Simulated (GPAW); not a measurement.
# Collinear magnetic orders of MnGe15 (Ge32 Mn2 d2p45) with GPAW

A self-consistent run ends on one state, which hangs on the start. Several orders of MnGe15 (Ge32 Mn2 d2p45) are started in GPAW and their energies compared.

Calculated with GPAW 26.7.0; PBE; plane waves with GPAW's PAW setups, scalar-relativistic.

## 1. The starting structure

The structure is monoclinic, space group C2/m (No. 12). The conventional cell has a = 16.003 Å, b = 16.003 Å, c = 5.658 Å, α = 90.00°, β = 90.00°, γ = 90.00°. Nearest to Mn lie 1 Mn at 2.45 Å and 3 Ge at 2.45 Å. Nearest to Ge lie 1 Mn at 2.45 Å and 3 Ge at 2.45 Å. Nearest to Ge lie 4 Ge at 2.45 Å. Ge has 4 Ge at 2.45 Å nearest. substitutional dopants on the host's lattice, its constants typed without a cited source, atoms not relaxed. Farther neighbours are not listed.

The cell is a made-up one and need not be a known phase.

## 2. Run 1 (ferro ++)

The parallel start comes first: it fits the smallest cell, keeps the most symmetry and shows whether parallel moments form.

Contents of order1.py:

```python
import json
import numpy as np
from ase import Atoms
from ase.parallel import paropen, parprint
from gpaw import GPAW

atoms = Atoms(['Mn', 'Mn', 'Ge', 'Ge', 'Ge', 'Ge', 'Ge', 'Ge', 'Ge', 'Ge', 'Ge', 'Ge', 'Ge', 'Ge', 'Ge', 'Ge', 'Ge', 'Ge', 'Ge', 'Ge', 'Ge', 'Ge', 'Ge', 'Ge', 'Ge', 'Ge', 'Ge', 'Ge', 'Ge', 'Ge', 'Ge', 'Ge'],
    cell=[[11.316, 0.0, 0.0],
         [0.0, 11.316, 0.0],
         [0.0, 0.0, 5.658]],
    scaled_positions=[[0.0, 0.0, 0.0],
         [0.125, 0.125, 0.25],
         [0.0, 0.25, 0.5],
         [0.125, 0.375, 0.75],
         [0.25, 0.0, 0.5],
         [0.375, 0.125, 0.75],
         [0.25, 0.25, 0.0],
         [0.375, 0.375, 0.25],
         [0.0, 0.5, 0.0],
         [0.125, 0.625, 0.25],
         [0.0, 0.75, 0.5],
         [0.125, 0.875, 0.75],
         [0.25, 0.5, 0.5],
         [0.375, 0.625, 0.75],
         [0.25, 0.75, 0.0],
         [0.375, 0.875, 0.25],
         [0.5, 0.0, 0.0],
         [0.625, 0.125, 0.25],
         [0.5, 0.25, 0.5],
         [0.625, 0.375, 0.75],
         [0.75, 0.0, 0.5],
         [0.875, 0.125, 0.75],
         [0.75, 0.25, 0.0],
         [0.875, 0.375, 0.25],
         [0.5, 0.5, 0.0],
         [0.625, 0.625, 0.25],
         [0.5, 0.75, 0.5],
         [0.625, 0.875, 0.75],
         [0.75, 0.5, 0.5],
         [0.875, 0.625, 0.75],
         [0.75, 0.75, 0.0],
         [0.875, 0.875, 0.25]],
    pbc=True,
    magmoms=[4.5, 4.5, 0.0, 0.0, 0.0, 0.0, 0.0, 0.0, 0.0, 0.0, 0.0, 0.0, 0.0, 0.0, 0.0, 0.0, 0.0, 0.0, 0.0, 0.0, 0.0, 0.0, 0.0, 0.0, 0.0, 0.0, 0.0, 0.0, 0.0, 0.0, 0.0, 0.0])
atoms.calc = GPAW(mode={'name': 'pw', 'ecut': 450},
    xc='PBE',
    kpts={'size': (3, 3, 5), 'gamma': True},
    occupations={'name': 'fermi-dirac', 'width': 0.05},
    convergence={'density': 1e-05, 'energy': 1e-05},
    maxiter=200,
    mixer={'name': 'pulay', 'beta': 0.05, 'nmaxold': 6, 'weight': 50},
    symmetry={'tolerance': 1e-4},
    txt='order1.txt')
e = atoms.get_potential_energy(force_consistent=True)
res = {'free_energy': e, 'energy_sigma0': atoms.get_potential_energy(), 'fermi_energy': atoms.calc.get_fermi_level()}
res['moments'] = atoms.get_magnetic_moments().tolist()
res['total'] = atoms.get_magnetic_moment()
parprint('site moments (muB):', np.round(res['moments'], 3))
parprint(f"total moment: {res['total']:.3f} muB")
parprint(f'free energy: {e:.6f} eV')
atoms.calc.write('order1.gpw')
with paropen('results.json', 'w') as f:
    json.dump(res, f)
```

On the command line:

```sh
$ OMP_NUM_THREADS=1 mpirun -n 4 gpaw python order1.py > order1.log
```

Numbers of over 12 decimals in the logs are rounded to 6 here.

Output:

```text
site moments (muB): [ 3.067e+00  3.067e+00 -4.300e-02  2.000e-03 -4.300e-02  2.000e-03
 -4.600e-02  1.000e-03 -5.000e-03 -5.000e-03  2.000e-03 -4.300e-02
 -3.000e-03 -3.000e-03 -1.000e-03 -1.000e-03 -5.000e-03 -5.000e-03
 -3.000e-03 -3.000e-03  2.000e-03 -4.300e-02 -1.000e-03 -1.000e-03
 -4.000e-03 -4.000e-03 -3.000e-03 -3.000e-03 -3.000e-03 -3.000e-03
  1.000e-03 -4.600e-02]
total moment: 6.211 muB
free energy: -150.482369 eV

--- order1.txt ---
Input parameters:
  mode=PW(ecut=450),
  convergence={'density': 1e-05, 'energy': 1e-05},
  kpts=MonkhorstPack(size=(3, 3, 5), gamma=True),
  maxiter=200,
  mixer=Pulay(name='pulay', nmaxold=6, beta=0.05, weight=50, sigma=0.015, g_ss=None),
  occupations=Occupations(name='fermi-dirac', width=0.05),
  symmetry=Symmetry(tolerance=0.0001),
  xc=XC(name='PBE')

Diagonalizing LCAO Hamiltonian
Converting LCAO to pw mode
        .---------------------------.
       /|                           |
      / |                           |
     /  |  Ge            Ge         |
    /   |       Ge            Ge    |
   /  Ge|           Ge              |
  /    Ge         Ge Ge         Ge  |
 *      .--Ge------------Ge---------.
 |     / Ge Ge         Ge Ge       /
 | Ge /      Ge  Ge        Ge     /
 |   Ge Ge    Ge   Ge Ge    Ge   /
 |  /Mn            Ge           /
 | /      Ge            Ge     /
 |/                           /
 Mn------------Ge------------*

Atoms  # Å, Bohr magnetons
|    | symbol |        x |        y |        z |    initial magnetic moments |
|----|--------|----------|----------|----------|-----------------------------|
|  0 |     Mn | 0.000000 | 0.000000 | 0.000000 | ( 0.0000,  0.0000,  4.5000) |
|  1 |     Mn | 1.414500 | 1.414500 | 1.414500 | ( 0.0000,  0.0000,  4.5000) |
|  2 |     Ge | 0.000000 | 2.829000 | 2.829000 | ( 0.0000,  0.0000,  0.0000) |
|  3 |     Ge | 1.414500 | 4.243500 | 4.243500 | ( 0.0000,  0.0000,  0.0000) |
|  4 |     Ge | 2.829000 | 0.000000 | 2.829000 | ( 0.0000,  0.0000,  0.0000) |
|  5 |     Ge | 4.243500 | 1.414500 | 4.243500 | ( 0.0000,  0.0000,  0.0000) |
|  6 |     Ge | 2.829000 | 2.829000 | 0.000000 | ( 0.0000,  0.0000,  0.0000) |
|  7 |     Ge | 4.243500 | 4.243500 | 1.414500 | ( 0.0000,  0.0000,  0.0000) |
|  8 |     Ge | 0.000000 | 5.658000 | 0.000000 | ( 0.0000,  0.0000,  0.0000) |
|  9 |     Ge | 1.414500 | 7.072500 | 1.414500 | ( 0.0000,  0.0000,  0.0000) |
| 10 |     Ge | 0.000000 | 8.487000 | 2.829000 | ( 0.0000,  0.0000,  0.0000) |
| 11 |     Ge | 1.414500 | 9.901500 | 4.243500 | ( 0.0000,  0.0000,  0.0000) |
| 12 |     Ge | 2.829000 | 5.658000 | 2.829000 | ( 0.0000,  0.0000,  0.0000) |
| 13 |     Ge | 4.243500 | 7.072500 | 4.243500 | ( 0.0000,  0.0000,  0.0000) |
| 14 |     Ge | 2.829000 | 8.487000 | 0.000000 | ( 0.0000,  0.0000,  0.0000) |
| 15 |     Ge | 4.243500 | 9.901500 | 1.414500 | ( 0.0000,  0.0000,  0.0000) |
| 16 |     Ge | 5.658000 | 0.000000 | 0.000000 | ( 0.0000,  0.0000,  0.0000) |
| 17 |     Ge | 7.072500 | 1.414500 | 1.414500 | ( 0.0000,  0.0000,  0.0000) |
[...]
| 22 |     Ge | 8.487000 | 2.829000 | 0.000000 | ( 0.0000,  0.0000,  0.0000) |
| 23 |     Ge | 9.901500 | 4.243500 | 1.414500 | ( 0.0000,  0.0000,  0.0000) |
| 24 |     Ge | 5.658000 | 5.658000 | 0.000000 | ( 0.0000,  0.0000,  0.0000) |
| 25 |     Ge | 7.072500 | 7.072500 | 1.414500 | ( 0.0000,  0.0000,  0.0000) |
| 26 |     Ge | 5.658000 | 8.487000 | 2.829000 | ( 0.0000,  0.0000,  0.0000) |
| 27 |     Ge | 7.072500 | 9.901500 | 4.243500 | ( 0.0000,  0.0000,  0.0000) |
| 28 |     Ge | 8.487000 | 5.658000 | 2.829000 | ( 0.0000,  0.0000,  0.0000) |
| 29 |     Ge | 9.901500 | 7.072500 | 4.243500 | ( 0.0000,  0.0000,  0.0000) |
| 30 |     Ge | 8.487000 | 8.487000 | 0.000000 | ( 0.0000,  0.0000,  0.0000) |
| 31 |     Ge | 9.901500 | 9.901500 | 1.414500 | ( 0.0000,  0.0000,  0.0000) |

Unit cell  # Å
| periodic |         x |         y |        z |   lengths |    angles |
|----------|-----------|-----------|----------|-----------|-----------|
|      yes | 11.316000 |  0.000000 | 0.000000 | 11.316000 | 90.000000 |
|      yes |  0.000000 | 11.316000 | 0.000000 | 11.316000 | 90.000000 |
|      yes |  0.000000 |  0.000000 | 5.658000 |  5.658000 | 90.000000 |

Number of symmetries: 2

BZ-sampling:
  Number of BZ points: 45
  Number of IBZ points: 16

  Monkhorst-Pack size: [3, 3, 5]
  Monkhorst-Pack shift: [0, 0, 0]

K-points  # in reciprocal-cell coordinates
|     |                                coordinates |     weight |
|-----|--------------------------------------------|------------|
|   0 | (  0.00000000,   0.00000000,   0.00000000) | 0.02222222 |
|   1 | (  0.00000000,   0.00000000,   0.20000000) | 0.04444444 |
|   2 | (  0.00000000,   0.00000000,   0.40000000) | 0.04444444 |
|   3 | (  0.33333333,  -0.33333333,   0.00000000) | 0.04444444 |
|   4 | (  0.33333333,  -0.33333333,   0.20000000) | 0.08888889 |
|   5 | (  0.33333333,  -0.33333333,   0.40000000) | 0.08888889 |
|   6 | (  0.33333333,   0.00000000,  -0.40000000) | 0.08888889 |
|   7 | (  0.33333333,   0.00000000,  -0.20000000) | 0.08888889 |
|   8 | (  0.33333333,   0.00000000,   0.00000000) | 0.08888889 |
|   9 | (  0.33333333,   0.00000000,   0.20000000) | 0.08888889 |
| ... |                                            |            |
|  15 | (  0.33333333,   0.33333333,   0.40000000) | 0.04444444 |

Plane wave coefficients: 15740
Cutoff: 450.000000 eV

Spin-components: 2 (collinear spins)
Bands:           100
Projectors:      162
Spin-degeneracy: 1
Datatype:        complex128

Parallelization:
  kpt:    4
  domain: 1
  band:   1

Density:
  Valence electrons: 150.0
  Components: 2
  Grid points: [56 56 28]
  Charge: 0.0  # |e|

Potential:
  Grid points: [56 56 28]

species:
  Mn:
    name:    Manganese
    Z:       25.0
    valence: 15
    core:    10
    charge:  0.0  # [|e|]
    compensation charges:
      type: gauss
      rc: 0.38  # [Å]
      lmax: 2
    cutoffs:
      filter: 2.14  # [Å]
      core: 0.86  # [Å]
    projectors
    | kind |    occ | energy [eV] | rcut [Å] |
    |------|--------|-------------|----------|
    |   3s |  2.000 |     -85.859 |    1.275 |
    |   4s |  2.000 |      -5.106 |    1.275 |
    |   3p |  6.000 |     -54.597 |    1.281 |
    |   4p |  0.000 |      -1.371 |    1.281 |
    |   3d |  5.000 |      -6.771 |    1.138 |
    |    d |        |      20.441 |    1.138 |

    Using partial waves for Mn as LCAO basis

  Ge:
    name:    Germanium
    Z:       32.0
    valence: 4
    core:    28
    charge:  0.0  # [|e|]
    compensation charges:
      type: gauss
      rc: 0.32  # [Å]
      lmax: 2
    cutoffs:
      filter: 1.77  # [Å]
      core: 3.42  # [Å]
    projectors
    | kind |    occ | energy [eV] | rcut [Å] |
    |------|--------|-------------|----------|
    |   4s |  2.000 |     -11.726 |    1.005 |
    |   4p |  2.000 |      -3.896 |    1.005 |
    |    s |        |      15.485 |    1.005 |
    |    p |        |      23.315 |    1.005 |
    |    d |        |       0.000 |    1.005 |

    Using partial waves for Ge as LCAO basis

Reference energy: -1775957.311721  # eV

eigensolver:
  PPCG
  Converge bands: occupied
  niter=2

density mixing:
  Pulay-Mixer
  Linear mixing parameters: 0.05
  Old densities: 6
  Fourier metric: weight=50, sigma=0.015

occupation numbers:
  Fermi-Dirac:
    width: 0.0500  # eV

poisson solver:
  ecut: 3600.000000  # eV

xc functional:
  name: PBE with 2 nearest neighbor stencil

convergence criteria:
- Maximum integral of absolute [dens]ity change: 1e-05 electrons / valence electron
- Maximum [total energy] change in last 3 cyles: 1e-05 eV / valence electron
- Maximum integral of absolute [eigenst]ate change: 4e-08 eV^2 / valence electron
maximum number of iterations: 200

SCF iterations
|iter     |      energy | eigst |  dens |  magmom |
|---------|-------------|-------|-------|---------|
|iter:   1|       0s | -151.927115 | +0.08 |       |  +9.0194|
|iter:   2|      32s | -150.459213 | -1.21 | -0.85 |  +8.8250|
|iter:   3|      63s | -150.373442 | -2.48 | -0.96 |  +8.7673|
|iter:   4|      95s | -150.318655 | -1.72 | -0.97 |  +7.9749|
|iter:   5|     126s | -150.341204 | -2.24 | -1.23 |  +7.5791|
|iter:   6|     158s | -150.406508 | -2.24 | -1.44 |  +7.1637|
|iter:   7|     190s | -150.409144 | -2.91 | -1.73 |  +7.0189|
|iter:   8|     221s | -150.427753 | -2.93 | -1.86 |  +6.7564|
|iter:   9|     253s | -150.430323 | -4.01 | -2.12 |  +6.7325|
|iter:  10|     285s | -150.431885 | -3.93 | -2.14 |  +6.7036|
[... 14 iterations left out ...]
|iter:  25|     748s | -150.461831c| -7.34 | -4.04 |  +6.2099|
|iter:  26|     778s | -150.461836c| -7.19 | -4.08 |  +6.2094|
|iter:  27|     794s | -150.461836c| -8.23c| -4.22 |  +6.2095|
|iter:  28|     817s | -150.461839c| -7.44c| -4.23 |  +6.2098|
|iter:  29|     847s | -150.461837c| -7.64c| -4.40 |  +6.2106|
|iter:  30|     862s | -150.461837c| -8.51c| -4.65 |  +6.2108|
|iter:  31|     877s | -150.461836c| -8.36c| -4.73 |  +6.2108|
|iter:  32|     893s | -150.461837c| -8.47c| -4.85 |  +6.2107|
|iter:  33|     908s | -150.461837c| -8.23c| -4.92 |  +6.2106|
|iter:  34|     923s | -150.461837c| -8.40c| -5.17c|  +6.2106|

Converged in 34 steps
Energy contributions relative to reference atoms: (reference = -1775957.311721)

Energy contributions:
  Kinetic:         401.430875
  Coulomb:        -357.477326
  Zero:              0.472319
  External:          0.000000
  Xc:             -194.867174
  Entropy:          -0.041062
  Spinorbit:         0.000000
  ----------------------------
  Free energy:    -150.482369
  Extrapolated:   -150.461837

dipole moment: (-136.009290, -136.009290, -141.791598)  # |e|*Ang

Total magnetic moment: (0.000000, 0.000000, 6.210644)

Local magnetic moments
|        x |        y |         z |
|----------|----------|-----------|
| 0.000000 | 0.000000 |  3.066870 |  # Mn   0
| 0.000000 | 0.000000 |  3.066870 |  # Mn   1
| 0.000000 | 0.000000 | -0.042786 |  # Ge   2
| 0.000000 | 0.000000 |  0.002444 |  # Ge   3
| 0.000000 | 0.000000 | -0.042786 |  # Ge   4
| 0.000000 | 0.000000 |  0.002444 |  # Ge   5
| 0.000000 | 0.000000 | -0.045634 |  # Ge   6
| 0.000000 | 0.000000 |  0.001050 |  # Ge   7
| 0.000000 | 0.000000 | -0.005208 |  # Ge   8
| 0.000000 | 0.000000 | -0.005208 |  # Ge   9
| 0.000000 | 0.000000 |  0.002444 |  # Ge  10
| 0.000000 | 0.000000 | -0.042786 |  # Ge  11
| 0.000000 | 0.000000 | -0.002687 |  # Ge  12
| 0.000000 | 0.000000 | -0.002625 |  # Ge  13
| 0.000000 | 0.000000 | -0.001136 |  # Ge  14
| 0.000000 | 0.000000 | -0.001136 |  # Ge  15
[...]
| 0.000000 | 0.000000 | -0.001136 |  # Ge  22
| 0.000000 | 0.000000 | -0.001136 |  # Ge  23
| 0.000000 | 0.000000 | -0.004423 |  # Ge  24
| 0.000000 | 0.000000 | -0.004423 |  # Ge  25
| 0.000000 | 0.000000 | -0.002625 |  # Ge  26
| 0.000000 | 0.000000 | -0.002687 |  # Ge  27
| 0.000000 | 0.000000 | -0.002625 |  # Ge  28
| 0.000000 | 0.000000 | -0.002687 |  # Ge  29
| 0.000000 | 0.000000 |  0.001050 |  # Ge  30
| 0.000000 | 0.000000 | -0.045634 |  # Ge  31

Fermi level: 5.402
Eigenvalues  # (at kpt = [0.000, 0.000, 0.000])
| band index |      eig [eV] | occ [0-1] |      eig [eV] | occ [0-1] |
|------------|---------------|-----------|---------------|-----------|
|          0 |       -74.955 |     1.000 |       -71.571 |     1.000 |
|        ... |               |           |               |           |
|         67 |         3.902 |     1.000 |         4.559 |     1.000 |
|         68 |         3.932 |     1.000 |         5.096 |     0.998 |
|         69 |         4.035 |     1.000 |         5.359 |     0.704 |
|         70 |         4.121 |     1.000 |         5.385 |     0.584 |
|         71 |         4.177 |     1.000 |         5.432 |     0.356 |
|         72 |         4.471 |     1.000 |         5.796 |     0.000 |
|         73 |         4.823 |     1.000 |         5.875 |     0.000 |
|         74 |         4.942 |     1.000 |         6.344 |     0.000 |
|         75 |         5.047 |     0.999 |         6.385 |     0.000 |
|         76 |         5.096 |     0.998 |         6.402 |     0.000 |
|         77 |         5.339 |     0.779 |         6.521 |     0.000 |
|         78 |         5.404 |     0.493 |         6.592 |     0.000 |
|         79 |         6.364 |     0.000 |         6.645 |     0.000 |
|         80 |         6.685 |     0.000 |         6.724 |     0.000 |
|         81 |         6.692 |     0.000 |         6.732 |     0.000 |
|        ... |               |           |               |           |
|         99 |         8.905 |     0.000 |         9.031 |     0.000 |

No gap
No difference between direct/indirect transitions
```

The job ended after 16 min (4 MPI ranks of Arm Neoverse V1, shared host; peak memory 2.6 GiB; 65 min of CPU time).

Spin moment in the augmentation sphere by element, in μB:

```csv
element,atoms,mean,spread (r.m.s.),least,largest
Mn,2,3.07,0.00,3.07,3.07
Ge,30,-0.01,0.02,-0.05,0.00
```

The atoms farthest from the mean of their element:

```csv
atom,"x, y, z (Å)",spin moment in the augmentation sphere (μB)
Ge7,"2.83, 2.83, 0.00",-0.05
Ge32,"9.90, 9.90, 1.41",-0.05
Ge5,"2.83, 0.00, 2.83",-0.04
Ge3,"0.00, 2.83, 2.83",-0.04
Ge22,"9.90, 1.41, 4.24",-0.04
Ge12,"1.41, 9.90, 4.24",-0.04
Ge6,"4.24, 1.41, 4.24",0.00
Ge4,"1.41, 4.24, 4.24",0.00
```

This step gave:

| Item | Value |
| --- | --- |
| magnetization | 6.211 μB |
| final state | ferromagnetic |

After 34 cycles the largest moment stands at 3.07 μB.

(Continued in part 2 of 2.)

[Logs and program files are shortened in this print: banners, set-up blocks, solver, clock and traceback lines can be left out without a mark of their own.]

[Logs are printed without paths, hosts, clocks, repeated set-up lines and the standing remarks that a program may print on its own settings, such as how far it seeks lower states.]

[Hosts, paths, dates, database ids (printed as entryN), source tags and the programs' standing remarks are cut or masked in the printed files.]

[Where a cell is said to come from a database of computed structures, the database is the Materials Project.]
